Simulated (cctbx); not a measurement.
**Accept or mend?**

Cell a = 5.3000 Å, b = 5.3000 Å, c = 3.2070 Å, α = 90.00°, β = 90.00°, γ = 120.00°; space group P6/mmm (no. 191).

Simulated single-crystal data (cctbx): Ga Kα, λ = 1.3414 Å, to d = 0.83 Å, 95 % of the full sphere, strongest reflection 40000 counts, noise from counting, a 3 % proportional error and a noise floor of 15 counts (s.d.); no absorption, and some extinction, which the refinements don't model.

An anisotropic refinement with weights 1/σ² prints:

```text
Rint 0.025, 45 unique reflections to 0.83 A
cycle     R1     wR2    GooF  max shift (A)
   1  0.0182  0.0457   4.143   0.00000
   2  0.0126  0.0293   2.658   0.00000
final R1 0.0126 wR2 0.0293 GooF 2.658  parameters 7  data/parameter 6.4
atom        x        y        z      Ueq    occ   su(xyz)  su(Uiso or U11)
Gd1    0.00000  0.00000  0.00000   0.0037  1.000  0.00000  0.0004
Ag1    0.00000  0.50000  0.50000   0.0040  1.000  0.00000  0.0004
B1     0.66667  0.33333  0.00000   0.0121  1.000  0.00000  0.0049
difference map: max 0.40 min -1.33 rms 0.21
Q1    0.0000  0.0000  0.1297    2    0.41  0.42 A from Gd1
Q2    0.1428  0.4608  0.3143   24    0.27  1.06 A from Ag1
Q3    0.1205  0.5603  0.2290   12    0.23  1.03 A from Ag1
Q4    0.2583  0.5166  0.0000    6    0.19  0.69 A from B1
Q5    0.1637  0.3275  0.2127   12    0.18  1.65 A from Gd1
Q6    0.0000  0.4000  0.2000   12    0.16  1.10 A from Ag1
```

**Question.** Can this result stand? If not, what is the likely fault?

Mend it. The fault: wrong element: Ag1 is Pd. Against the right model at the same level, R1 goes from 0.0086 to 0.0126 and GooF from 1.20 to 2.66. Ag1 has 1 electron too many and its U swells to shed them, as expected (near an absorption edge f′ can widen the mismatch well beyond the difference in Z).

The compound is GdB2Pd3. The right model at the same level gives:

```text
Rint 0.025, 45 unique reflections to 0.83 A
cycle     R1     wR2    GooF  max shift (A)
   1  0.0088  0.0148   1.343   0.00000
   2  0.0086  0.0133   1.203   0.00000
final R1 0.0086 wR2 0.0133 GooF 1.203  parameters 7  data/parameter 6.4
atom        x        y        z      Ueq    occ   su(xyz)  su(Uiso or U11)
Gd1    0.00000  0.00000  0.00000   0.0047  1.000  0.00000  0.0002
Pd1    0.00000  0.50000  0.50000   0.0037  1.000  0.00000  0.0002
B1     0.66667  0.33333  0.00000   0.0134  1.000  0.00000  0.0023
difference map: max 0.18 min -1.04 rms 0.14
Q1    0.1690  0.3380  0.2660   12    0.19  1.69 A from Pd1
Q2    0.3333  0.6667  0.2304    4    0.18  0.74 A from B1
Q3    0.1510  0.5755  0.2076   12    0.17  1.07 A from B1
Q4    0.1390  0.4493  0.3108   24    0.16  1.09 A from Pd1
Q5    0.0000  0.3091  0.2397   12    0.13  1.31 A from Pd1
Q6    0.0754  0.1508  0.2321   12    0.12  1.02 A from Gd1
```

Isotropic U is held between 0.0001 and 1 Å² by the program, and listed peak heights are interpolated, so they can pass the grid's maximum.

This is a model crystal, built by substitution and not relaxed, with assumed displacement parameters.

[Middle refinement cycles are left out of these outputs.]

[Logs are printed without paths, hosts, clocks, repeated set-up lines and the standing remarks that a program may print on its own settings, such as how far it seeks lower states.]
